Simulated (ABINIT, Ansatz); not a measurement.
# RbSrCl3 (Pm-3m): modes at Γ and the response to a field, part 2 of 2

Wanted: the vibrations of RbSrCl3 (Pm-3m) at Γ, by two programs.

ABINIT 10.8.3; DFT LDA, scalar-relativistic, plane waves, PseudoDojo norm-conserving pseudopotentials.

So far. Step 5 (Linear response at Γ): The acoustic modes at Γ come out as far as 0.4 cm⁻¹ from zero, where they should vanish, a small numerical error; the Born charges miss their sum rule by 0.016 e, which is good. The lowest optical mode is imaginary, 51i cm⁻¹, an instability at this level and on this k mesh. The relaxed cell has a = 5.489 Å (conventional setting).

The structure was built from a prototype and need not be the compound's stable phase.

**6. Modes with the sum rule**

anaddb reads the merged derivatives and imposes the acoustic sum rule.

anaddb.abi reads:

```
ddb_filepath "gamma_DDB"
output_file "anaddb.abo"
outdata_prefix "anaddb"
asr 1
chneut 1
enunit 2
eivec 1
nph1l 1
qph1l 0.0 0.0 0.0 1.0
dieflag 1
nph2l 3
qph2l 
    1.0 0.0 0.0 0.0
    0.0 0.0 1.0 0.0
    1.0 1.0 1.0 0.0
```

mrgddb.in reads:

```
gamma_DDB
merged
2
dfpt_gammao_DS2_DDB
gso_DDB
```

On the command line:

```bash
$ mrgddb < mrgddb.in > mrgddb.log
$ OMP_NUM_THREADS=1 anaddb anaddb.abi > anaddb.log
```

anaddb.abo, the main output file:

```text
[banners, grids, parts of the stress and lines that vanish by symmetry left out]
-outvars_anaddb: echo values of input variables ----------------------

 Flags :
[...]
Dielectric Tensor and Effective Charges
[...]
Effective charge tensors after
[...]
Phonon wavevector (reduced coordinates) :  0.00000  0.00000  0.00000
 Phonon energies in Hartree :
[...]
Phonon energies in meV     :
- -6.282099E+00 -6.282099E+00 -6.282099E+00 -4.905511E+00 -4.905511E+00
- -4.905511E+00  0.000000E+00  0.000000E+00  0.000000E+00  8.229116E+00
-  8.229116E+00  8.229116E+00  3.409329E+01  3.409329E+01  3.409329E+01
 Phonon frequencies in cm-1    :
- -5.066854E+01 -5.066854E+01 -5.066854E+01 -3.956561E+01 -3.956561E+01
- -3.956561E+01  0.000000E+00  0.000000E+00  0.000000E+00  6.637230E+01
-  6.637230E+01  6.637230E+01  2.749809E+02  2.749809E+02  2.749809E+02
 Phonon frequencies in Thz     :
- -1.519005E+00 -1.519005E+00 -1.519005E+00 -1.186147E+00 -1.186147E+00
- -1.186147E+00  0.000000E+00  0.000000E+00  0.000000E+00  1.989791E+00
-  1.989791E+00  1.989791E+00  8.243720E+00  8.243720E+00  8.243720E+00
 Phonon energies in Kelvin  :
- -7.290073E+01 -7.290073E+01 -7.290073E+01 -5.692609E+01 -5.692609E+01
- -5.692609E+01  0.000000E+00  0.000000E+00  0.000000E+00  9.549493E+01
-  9.549493E+01  9.549493E+01  3.956362E+02  3.956362E+02  3.956362E+02
[...]
-  1  0.00000000E+00  0.00000000E+00  1.86295132E-03
-     0.00000000E+00  0.00000000E+00  0.00000000E+00
-  2  0.00000000E+00  0.00000000E+00 -1.77814614E-04
-     0.00000000E+00  0.00000000E+00  0.00000000E+00
-  3  0.00000000E+00  0.00000000E+00 -3.31836548E-04
-     0.00000000E+00  0.00000000E+00  0.00000000E+00
-  4  0.00000000E+00  0.00000000E+00 -1.85991596E-03
-     0.00000000E+00  0.00000000E+00  0.00000000E+00
-  5  0.00000000E+00  0.00000000E+00 -1.85991596E-03
-     0.00000000E+00  0.00000000E+00  0.00000000E+00
[...]
-  1  0.00000000E+00  1.86295132E-03  0.00000000E+00
-     0.00000000E+00  0.00000000E+00  0.00000000E+00
-  2  0.00000000E+00 -1.77814614E-04  0.00000000E+00
-     0.00000000E+00  0.00000000E+00  0.00000000E+00
-  3  0.00000000E+00 -1.85991596E-03  0.00000000E+00
-     0.00000000E+00  0.00000000E+00  0.00000000E+00
-  4  0.00000000E+00 -3.31836548E-04  0.00000000E+00
-     0.00000000E+00  0.00000000E+00  0.00000000E+00
-  5  0.00000000E+00 -1.85991596E-03  0.00000000E+00
-     0.00000000E+00  0.00000000E+00  0.00000000E+00
[...]
-  1  1.86295132E-03  0.00000000E+00  0.00000000E+00
-     0.00000000E+00  0.00000000E+00  0.00000000E+00
-  2 -1.77814614E-04  0.00000000E+00  0.00000000E+00
-     0.00000000E+00  0.00000000E+00  0.00000000E+00
-  3 -1.85991596E-03  0.00000000E+00  0.00000000E+00
-     0.00000000E+00  0.00000000E+00  0.00000000E+00
[...]
-     0.00000000E+00  0.00000000E+00  0.00000000E+00
[...]
-  1  1.61446860E-05  0.00000000E+00  0.00000000E+00
-     0.00000000E+00  0.00000000E+00  0.00000000E+00
-  2  1.22302649E-03  0.00000000E+00  0.00000000E+00
-     0.00000000E+00  0.00000000E+00  0.00000000E+00
-  3  1.80285001E-04  0.00000000E+00  0.00000000E+00
-     0.00000000E+00  0.00000000E+00  0.00000000E+00
-  4  1.80285001E-04 -1.35159174E-07  0.00000000E+00
-     0.00000000E+00  0.00000000E+00  0.00000000E+00
-  5 -3.42215442E-03  0.00000000E+00  0.00000000E+00
-     0.00000000E+00  0.00000000E+00  0.00000000E+00
[...]
-     1          0.000000    -0.000003     1.813903     1.813903
-     2          0.000022     1.813903     0.000003     1.813903
[...]
-     8          0.000000     0.000002    -0.000000     0.000002
-     9          0.000002    -0.000000    -0.000000     0.000002
-    10         -0.000000    -0.000003    -0.915709     0.915709
-    11         -0.000003    -0.915709     0.000003     0.915709
-    12         -0.915709     0.000003     0.000000     0.915709
-    13         -0.000000    -0.000000     2.515737     2.515737
-    14          0.000099    -2.515737    -0.000000     2.515737
-    15          2.515737     0.000099     0.000000     2.515737
[...]
-   1     Real    0.0000E+00  0.0000E+00  3.4649E-05  0.0000E+00  7.5733E-12 -5.0586E-11  3.4649E-05
[...]
-   2     Real    0.0000E+00  3.4649E-05  0.0000E+00  4.1142E-10  0.0000E+00  5.0586E-11  3.4649E-05
[...]
-   3     Real    3.4649E-05  0.0000E+00  0.0000E+00 -4.1142E-10 -7.5739E-12  0.0000E+00  3.4649E-05
[...]
-   4     Real    0.0000E+00  0.0000E+00  0.0000E+00  0.0000E+00  0.0000E+00  0.0000E+00  0.0000E+00
[...]
-   5     Real    0.0000E+00  0.0000E+00  0.0000E+00  0.0000E+00  0.0000E+00  0.0000E+00  0.0000E+00
[...]
-   6     Real    0.0000E+00  0.0000E+00  0.0000E+00  0.0000E+00  0.0000E+00  0.0000E+00  0.0000E+00
[...]
-   7     Real    0.0000E+00  0.0000E+00  0.0000E+00  0.0000E+00  0.0000E+00  0.0000E+00  0.0000E+00
[...]
-   8     Real    0.0000E+00  0.0000E+00  0.0000E+00  0.0000E+00  0.0000E+00  0.0000E+00  0.0000E+00
[...]
-   9     Real    0.0000E+00  0.0000E+00  0.0000E+00  0.0000E+00  0.0000E+00  0.0000E+00  0.0000E+00
[...]
-  10     Real    0.0000E+00  0.0000E+00  8.3919E-06  0.0000E+00  1.8625E-12  2.7072E-11  8.3919E-06
[...]
-  11     Real    0.0000E+00  8.3919E-06  0.0000E+00  2.5284E-11  0.0000E+00 -2.7072E-11  8.3919E-06
[...]
-  12     Real    8.3919E-06  0.0000E+00  0.0000E+00 -2.5284E-11 -1.8624E-12  0.0000E+00  8.3919E-06
[...]
-  13     Real    0.0000E+00  0.0000E+00  8.3999E-05  0.0000E+00  0.0000E+00  0.0000E+00  8.3999E-05
[...]
-  14     Real    1.3103E-13  8.3999E-05  0.0000E+00 -3.3176E-09  0.0000E+00  0.0000E+00  8.3999E-05
[...]
-  15     Real    8.3999E-05  1.3103E-13  0.0000E+00  3.3176E-09  0.0000E+00  0.0000E+00  8.3999E-05
[...]
could try to raise your convergence parameters (ecut and k-points).
[...]
could try to raise your convergence parameters (ecut and k-points).
[...]
...

 abinit_abort: decision taken to exit. Check above messages for more info
```

It took 0.55 s on 1 thread of Arm Neoverse V1, shared host.

The program refused the input: “The lowest mode appears to be a "true" negative mode, and not an acoustic mode”.

With an imaginary mode the lattice part of the dielectric tensor has no meaning; dieflag 2 would ask for the electronic part alone. The modes stand as the response run printed them.

**7. The same in Ansatz**

The same cell, potentials and cutoff go through another code, on another k mesh. Its k mesh is centred on Γ.

This step: DFT LDA, scalar-relativistic, plane waves, PseudoDojo norm-conserving pseudopotentials (Ansatz 0.2.0).

input.yaml reads:

```yaml
crystal:
  lattice:
    - [5.489462204, 0.0, 0.0]
    - [0.0, 5.489462204, 0.0]
    - [0.0, 0.0, 5.489462204]
  atoms:
    - { symbol: Rb, position: [0.0, 0.0, 0.0] }
    - { symbol: Sr, position: [0.5, 0.5, 0.5] }
    - { symbol: Cl, position: [0.5, 0.5, 0.0] }
    - { symbol: Cl, position: [0.5, 0.0, 0.5] }
    - { symbol: Cl, position: [0.0, 0.5, 0.5] }
kpoints:
  mp_grid: { grid: [4, 4, 4] }
hamiltonian:
  xc: lda
  pseudopotentials: { kind: nc, accuracy: standard }
scf:
  occupations: { method: fixed }
output:
  eigenvalues: true
basis:
  ecutwfc: 761.919
phonons:
  method: dfpt
  dielectric: true
  rigid_motions: translations
```

On the command line:

```bash
$ ansatz run input.yaml --threads 4 --pin off --max-ram 8192MiB --backend cpu --events-out ev --progress --plain --runs-dir out
```

What it wrote:

```text
Warning: basis.ecutwfc = 761.919 eV is below the records' recommended 925.187132 eV, and the density's cutoff is lower with it unless basis.ecutrho_ratio is high enough to keep the records' density cutoff: compare with a run at a higher cutoff
Engine: ansatz 0.2.0, aarch64-unknown-linux-gnu
Pseudopotentials: kind: nc
Pseudopotential: Rb, nc, valence charge 9, recommended cutoff 571.439111 eV (normal), Rb.nc.azcp (PseudoDojo's, or run here from an input of PseudoDojo's; its table is named by hamiltonian.pseudopotentials.accuracy)
Pseudopotential: Sr, nc, valence charge 10, recommended cutoff 925.187132 eV (normal), Sr.nc.azcp (PseudoDojo's, or run here from an input of PseudoDojo's; its table is named by hamiltonian.pseudopotentials.accuracy)
Pseudopotential: Cl, nc, valence charge 7, recommended cutoff 761.918815 eV (normal), Cl.nc.azcp (PseudoDojo's, or run here from an input of PseudoDojo's; its table is named by hamiltonian.pseudopotentials.accuracy)
Functional definition: SPW92
  exchange = slater_x
  correlation = pw_c
Crystal: 5 atoms, lattice volume = 165.421 Å³
Basis set: ecut = 761.919 eV, 7881 PW (Γ), exchange–correlation on 100×100×100 points (8 copies of the dense FFT grid, shifted against one another)
Bands: 25, of which v1, the nominal top of the filled ones, is band 20 counted from 1 (19 counted from 0)
Symmetry: 48 space group operations
k-points: 30 of 64 (irreducible under 2 space group operations, time reversal used)
Non-local potential: Rb, projectors of the file, l = 0: 2, l = 1: 2, l = 2: 2
Non-local potential: Sr, projectors of the file, l = 0: 2, l = 1: 2, l = 2: 2
Non-local potential: Cl, projectors of the file, l = 0: 2, l = 1: 2, l = 2: 2
Initial density: superposition of atomic densities (chi_scale 0.1, normalization cell, long waves kept (reshape's long-wave potential 0.01 eV rms))
Initial wavefunctions: pseudopotential atomic-orbital guess
Functional: x = slater, c = lda
SCF iter   1: F=—  HF=-3022.311696 eV  |F-HF|=—  |Δ(HF+E_count)|=         —  Δρ=4.04e-2  dr2=5.12e0  ethr=3.10e-3  ⟨swp⟩=7.5  Hψ=3856  notcnv=0  defer=85
preconditioner: auto → Resta (q_TF=auto, 2.153 Å⁻¹)  ε∞=3.1  [insulator: Δε(μ)=3.521 eV  Ē_g=10.901 eV  n_scr=26 (ndim 8)  ℏωp=15.8 eV  f_vac=0.000  ε∞_Penn≈3.1]
SCF iter   2: F=—  HF=-3020.450273 eV  |F-HF|=—  |Δ(HF+E_count)|=    1.86e0  Δρ=1.43e-2  dr2=8.20e-1  ethr=3.10e-3  ⟨swp⟩=4.7  Hψ=1995  notcnv=0  defer=69
SCF iter   3: F=—  HF=-3020.085640 eV  |F-HF|=—  |Δ(HF+E_count)|=   3.65e-1  Δρ=4.66e-3  dr2=6.54e-2  ethr=2.05e-3  ⟨swp⟩=4.5  Hψ=1627  notcnv=0  defer=71
SCF iter   4: F=—  HF=-3020.063534 eV  |F-HF|=—  |Δ(HF+E_count)|=   2.21e-2  Δρ=9.89e-4  dr2=2.31e-3  ethr=1.64e-4  ⟨swp⟩=4.2  Hψ=1600  notcnv=0  defer=80
SCF iter   5: F=—  HF=-3020.064001 eV  |F-HF|=—  |Δ(HF+E_count)|=   4.68e-4  Δρ=1.78e-4  dr2=6.07e-5  ethr=5.76e-6  ⟨swp⟩=2.8  Hψ=1345  notcnv=0  defer=79
SCF iter   6: F=—  HF=-3020.064059 eV  |F-HF|=—  |Δ(HF+E_count)|=   5.76e-5  Δρ=2.23e-5  dr2=9.17e-7  ethr=1.52e-7  ⟨swp⟩=2.4  Hψ=1331  notcnv=0  defer=78
SCF iter   7: F=—  HF=-3020.063761 eV  |F-HF|=—  |Δ(HF+E_count)|=   2.98e-4  Δρ=4.31e-6  dr2=4.93e-8  ethr=2.29e-9  ⟨swp⟩=2.4  Hψ=1076  notcnv=0  defer=67
SCF iter   8: F=—  HF=-3020.063761 eV  |F-HF|=—  |Δ(HF+E_count)|=   6.47e-8  Δρ=8.05e-7  dr2=1.22e-9  ethr=1.23e-10  ⟨swp⟩=2.5  Hψ=1237  notcnv=0  defer=67
SCF iter   9: F=-3020.063761 eV  HF=-3020.063761 eV  |F-HF|=7.28e-12  |Δ(HF+E_count)|=  9.68e-10  Δρ=1.40e-7  dr2=3.27e-11  ethr=1.00e-12  ⟨swp⟩=20.7  Hψ=7744  notcnv=0
SCF 1 converged in 9 iterations: F = -3020.063761 eV  dr2 = 3.27e-11
DFPT response loops at Γ: preconditioner auto → none (the input reference at scf.mixing.eps_inf says where Resta's filter doesn't serve); β = 0.50; Broyden in place of MSR1
── the response to a field inside a basis, on 4×4×4 k-points: an SCF that follows is theirs, and a resumed run solves both again ──
Bands: 21, of which v1, the nominal top of the filled ones, is band 20 counted from 1 (19 counted from 0)
k-points: 4 of 64
Initial density: handed on by an earlier stage of this run
Initial wavefunctions: pseudopotential atomic-orbital guess (no wavefunctions were taken with the density)
Eigensolver: Dense (4 Hₖ)
SCF iter   1: F=—  HF=-3020.059144 eV  |F-HF|=—  |Δ(HF+E_count)|=         —  Δρ=1.57e-4  dr2=4.44e-6  ethr=1.00e-1
preconditioner: auto → Resta (q_TF=auto, 2.153 Å⁻¹)  ε∞=3.0  [insulator: Δε(μ)=5.016 eV  Ē_g=12.353 eV  n_scr=26 (ndim 8)  ℏωp=17.3 eV  f_vac=0.051  ε∞_Penn≈3.0]
SCF iter   2: F=—  HF=-3020.059145 eV  |F-HF|=—  |Δ(HF+E_count)|=   1.21e-6  Δρ=8.05e-5  dr2=1.18e-6  ethr=1.11e-8
SCF iter   3: F=-3020.059146 eV  HF=-3020.059146 eV  |F-HF|=3.00e-9  |Δ(HF+E_count)|=   4.71e-7  Δρ=1.94e-6  dr2=7.35e-9  ethr=2.95e-9
SCF 1 converged in 3 iterations: F = -3020.059146 eV  dr2 = 7.35e-9
DFPT response loops at Γ: mixed as the last ones told, above
SCF converged after 9 iterations
Free energy (F): -3020.063761 eV
Harris-Foulkes:  -3020.063761 eV  (|F-HF|=7.28e-12)
Internal energy: -3020.063761 eV  (E = F + TS)
E sigma→0 (E₀):  -3020.063761 eV
Fermi energy:    1.364042 eV
--- Per-component energies (eV) ---
  E_band       = -284.207567
  E_kinetic    = 904.905962
  E_local      = -2068.775802  (includes V_loc(G=0)·N_el)
  E_nonlocal   = 293.997704
  E_hartree    = 610.647377
  E_xc         = -784.657234
  E_vxc        = -635.630150  (∫ρ·V_xc dr)
  E_ewald      = -1976.181769
  E_smearing   = -0.000000  (= −TS)
  E_closure    = 0.000000  (closes the sum)
  Σ components = -3020.063761   (vs F -3020.063761, Δ=0.00e0)
--- Band table (eV; the first three rows and the last of 30) ---
  k-point 0: bands = [... 16 lower, 0.8680, 1.1811, 1.1811, 1.1811, 5.8101, 7.1166, 7.1166, 7.1166, ... 1 higher]
  k-point 1: bands = [... 16 lower, 0.7497, 0.7969, 1.1237, 1.1237, 6.4515, 7.2488, 7.7121, 7.7121, ... 1 higher]
  k-point 2: bands = [... 16 lower, 0.5647, 0.7290, 1.0869, 1.0869, 7.4125, 7.5716, 7.9293, 8.5969, ... 1 higher]
  k-point 29: bands = [... 16 lower, -0.1053, 1.3640, 1.3640, 1.3640, 7.5495, 8.3744, 8.3744, 8.3744, ... 1 higher]
--- Phonons (Γ-DFPT): 4 representative perturbations + reference, on 30 of 64 k-points (Σ response iterations 12) ---
  k mesh reduced under 2 symmetry operations, with k and −k counted as one. Each operation leaves every solved perturbation unchanged. A smaller set is not considered because the run solves the response to a homogeneous field
  ASR residual: 3.101e-4 → 0.000e0 eV/Å²; symmetrization residual: 1.390e-5 eV/Å²
  ASR residual per site (eV/Å²): 5.79e-5 2.11e-4 3.10e-4 3.10e-4 3.10e-4
  Γ frequencies (cm⁻¹): -50.89 -50.89 -50.89 -40.34 -40.34 -40.34 0.00 0.00 0.00 65.80 65.80 65.80 274.95 274.95 274.95
  ε∞ (high-frequency dielectric tensor):
        2.627386     0.000000     0.000000
        0.000000     2.627386     0.000000
        0.000000     0.000000     2.627386
  softest optical mode at Γ: -50.89 cm⁻¹; the repairs (sum rule, projections) moved no ω² at Γ by more than (1.99 cm⁻¹)²
  Born effective charges Z* (e; rows j = field, columns β = displacement):
    site 0:
         1.28363    0.00000   -0.00000
         0.00000    1.28363    0.00000
         0.00000    0.00000    1.28363
    site 1:
         2.39364    0.00000   -0.00000
         0.00000    2.39364    0.00000
         0.00000    0.00000    2.39364
    site 2:
        -0.88365    0.00000   -0.00000
        -0.00000   -0.88365    0.00000
         0.00000    0.00000   -1.90996
    site 3:
        -0.88365   -0.00000   -0.00000
         0.00000   -1.90996    0.00000
        -0.00000    0.00000   -0.88365
    site 4:
        -1.90996   -0.00000    0.00000
         0.00000   -0.88365    0.00000
         0.00000    0.00000   -0.88365
  Z* charge neutrality: 1.616e-2 e pre-enforcement
  solved inside a basis spanned on kpoints, on 4×4×4 k-points, its susceptibility summed on 8×8×8: ε∞ is read to err by 6.8e-3, Z* by 1.9e-2 e (field_mesh: kpoints solves on kpoints); Z* is corrected for what the basis lacks
  optical modes at Γ without the LO–TO term, one row a degenerate level:
      ω (cm⁻¹)  modes    IR ((D/Å)²/amu)
        -50.89      3             4.4020
        -40.34      3             0.0000
         65.80      3             1.0386
        274.95      3            10.5908
  optical modes at Γ + LO–TO along q̂ = [1.0000, 0.0000, 0.0000]:
      ω (cm⁻¹)  modes    IR ((D/Å)²/amu)
        -50.89      2             2.9347
        -40.34      3             0.0000
         37.24      1             0.3113
         65.80      2             0.6924
         86.49      1             0.8286
        274.95      2             7.0606
        307.73      1             4.2039
  optical modes at Γ + LO–TO along q̂ = [0.0000, 1.0000, 0.0000]:
      ω (cm⁻¹)  modes    IR ((D/Å)²/amu)
        -50.89      2             2.9347
        -40.34      3             0.0000
         37.24      1             0.3113
         65.80      2             0.6924
         86.49      1             0.8286
        274.95      2             7.0606
        307.73      1             4.2039
  optical modes at Γ + LO–TO along q̂ = [0.0000, 0.0000, 1.0000]:
      ω (cm⁻¹)  modes    IR ((D/Å)²/amu)
        -50.89      2             2.9347
        -40.34      3             0.0000
         37.24      1             0.3113
         65.80      2             0.6924
         86.49      1             0.8286
        274.95      2             7.0606
        307.73      1             4.2039
```

It took 59 s on 4 threads; peak memory 1.5 GiB; 3.8 min of CPU time.

This step gave:

```
sum-rule residual before enforcement             : 3.10e-4 eV/Å²
miss of the charge sum rule                      : 0.01616 e
estimated error of the dielectric tensor         : 0.006803
estimated error of the Born charges              : 0.01901 e
highest optical zone-centre mode (no LO-TO term) : 274.9 cm⁻¹
lowest optical zone-centre mode                  : -50.89 cm⁻¹
mean high-frequency dielectric constant          : 2.627
largest Born charge in size (third of the trace) : 2.394 e
highest mode moved by the LO-TO term             : 307.7 cm⁻¹
```

Transverse modes; imaginary modes left out. Lines of the infrared spectrum (strongest = 100):

| position (cm⁻¹) | label | IR intensity ((D/Å)²/amu), degenerate modes summed, relative |
| --- | --- | --- |
| 66 | T1u | 10 |
| 275 | T1u | 100 |

**8. The two compared: ABINIT PseudoDojo and Ansatz, PseudoDojo**

Worked out from the results:

- root-mean-square difference: 0.5 cm⁻¹
- largest difference: 0.78 cm⁻¹

The 12 of 12 modes that differ most. Frequencies side by side:

| q (reciprocal lattice) | mode | ABINIT PseudoDojo (cm⁻¹) | Ansatz, PseudoDojo (cm⁻¹) |
| --- | --- | --- | --- |
| 0 0 0 | 1 | -50.67 | -50.89 |
| 0 0 0 | 2 | -50.67 | -50.89 |
| 0 0 0 | 3 | -50.67 | -50.89 |
| 0 0 0 | 4 | -39.56 | -40.34 |
| 0 0 0 | 5 | -39.56 | -40.34 |
| 0 0 0 | 6 | -39.56 | -40.34 |
| 0 0 0 | 10 | 66.37 | 65.8 |
| 0 0 0 | 11 | 66.37 | 65.8 |
| 0 0 0 | 12 | 66.37 | 65.8 |
| 0 0 0 | 13 | 275 | 274.9 |
| 0 0 0 | 14 | 275 | 274.9 |
| 0 0 0 | 15 | 275 | 274.9 |

The two runs side by side. Further quantities:

| quantity | ABINIT PseudoDojo | Ansatz, PseudoDojo |
| --- | --- | --- |
| mean ε∞ | 2.623 | 2.627 |
| largest Born charge in size (e; the first before, the second after the charge sum rule) | 2.397 | 2.394 |

At the zone centre the largest difference (acoustic modes at Γ apart) is 0.3 % of the highest mode.

**9. What came out**

| Item | Value |
| --- | --- |
| space group after relaxation | Pm-3m |
| volume per atom | 33.1 Å³ |
| highest optical zone-centre mode (no LO-TO term) | 275.0 cm⁻¹ |
| lowest optical zone-centre mode | -50.7 cm⁻¹ |
| mean high-frequency dielectric constant | 2.62 |
| largest Born charge in size (third of the trace) | 2.40 e |
| largest difference from Ansatz, PseudoDojo | 0.78 cm⁻¹ |

What this shows: At the LDA level the optical modes of RbSrCl3 (Pm-3m) at the zone centre (no LO-TO term) run from 51i to 275 cm⁻¹, so the structure is a saddle point, with 6 modes beyond 10i cm⁻¹ there. ABINIT PseudoDojo and Ansatz, PseudoDojo agree to 0.78 cm⁻¹ (0.3 % of the highest mode compared) on all solved modes but the acoustic ones at Γ, without the LO-TO term. These are harmonic frequencies at zero temperature: anharmonic shifts and linewidths and thermal expansion are left out. Ansatz warns that the cutoff lies 18 % under the one recommended for these files; agreement at one cutoff is not convergence. The structure is a hypothetical one, built on a prototype.

[Host names and launcher messages were left out of these logs when they were recorded.]

[Logs are printed without paths, hosts, clocks, repeated set-up lines and the standing remarks that a program may print on its own settings, such as how far it seeks lower states.]

[Hosts, paths, dates, database ids (printed as entryN), source tags and the programs' standing remarks are cut or masked in the printed files.]
